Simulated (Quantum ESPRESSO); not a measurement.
# Zn3CdS4 (Cd on 25 % of the Zn sites, one arrangement): which shell does photoemission see at 21.2 and 40.8 eV? (LDA)

The valence band of Zn3CdS4 (Cd on 25 % of the Zn sites, one arrangement) mixes several shells. Work out by hand which one leads the spectrum's area at each photon energy.

Filled states come from the projected DOS of Quantum ESPRESSO 7.5 (LDA, plane waves); cross sections σ and asymmetry parameters β are those of free atoms in a Dirac–Hartree–Slater calculation. A shell's area is states × σ × angular factor, which is 1 + β·P₂(cos θ) for linear light, with θ = 54.7° from the polarisation and P₂ = 0.001.

**At 21.2 eV** (states counted from 11.0 eV below the zero; other shells add 0.96 to the products' sum of 81.9):

```
shell  filled states a cell  cross section (Mb an electron)      β  angular factor  product  share by hand (%)  share in the simulated spectrum (%)
Zn 3d                 59.34                           0.394   0.01            1.00     23.4                 29                                   29
Cd 4d                 19.54                           0.964  -0.11            1.00     18.8                 23                                   23
 S 3p                 35.80                            1.08   1.85            1.00     38.7                 47                                   47
```

**At 40.8 eV** (states counted from 14.7 eV below the zero; other shells add 3 to the products' sum of 125):

| shell | filled states a cell | cross section (Mb an electron) | β | angular factor | product | share by hand (%) | share in the simulated spectrum (%) |
| --- | --- | --- | --- | --- | --- | --- | --- |
| Zn 3d | 59.82 | 0.759 | -0.10 | 1.00 | 45.4 | 36 | 36 |
| Cd 4d | 19.89 | 3.63 | 0.28 | 1.00 | 72.2 | 58 | 58 |
| S 3p | 35.84 | 0.136 | 0.09 | 1.00 | 4.89 | 4 | 4 |

S 3p leads at 21.2 eV and Cd 4d at 40.8 eV. Between the two energies σ of S 3p changes by a factor 0.13 and that of Cd 4d by 3.8, so their ratio moves 30-fold in favour of the second. The simulated spectrum uses the same rule on the energy-resolved DOS, so the two share columns agree within a few points.

Only crystals where the two columns agree within 4 points and the lead is clear are worked in this form. Free-atom cross sections ignore the solid's final states, no escape depth or background enters, and the count of states a shell hangs on the projection.

[Logs are printed without paths, hosts, clocks, repeated set-up lines and the standing remarks that a program may print on its own settings, such as how far it seeks lower states.]
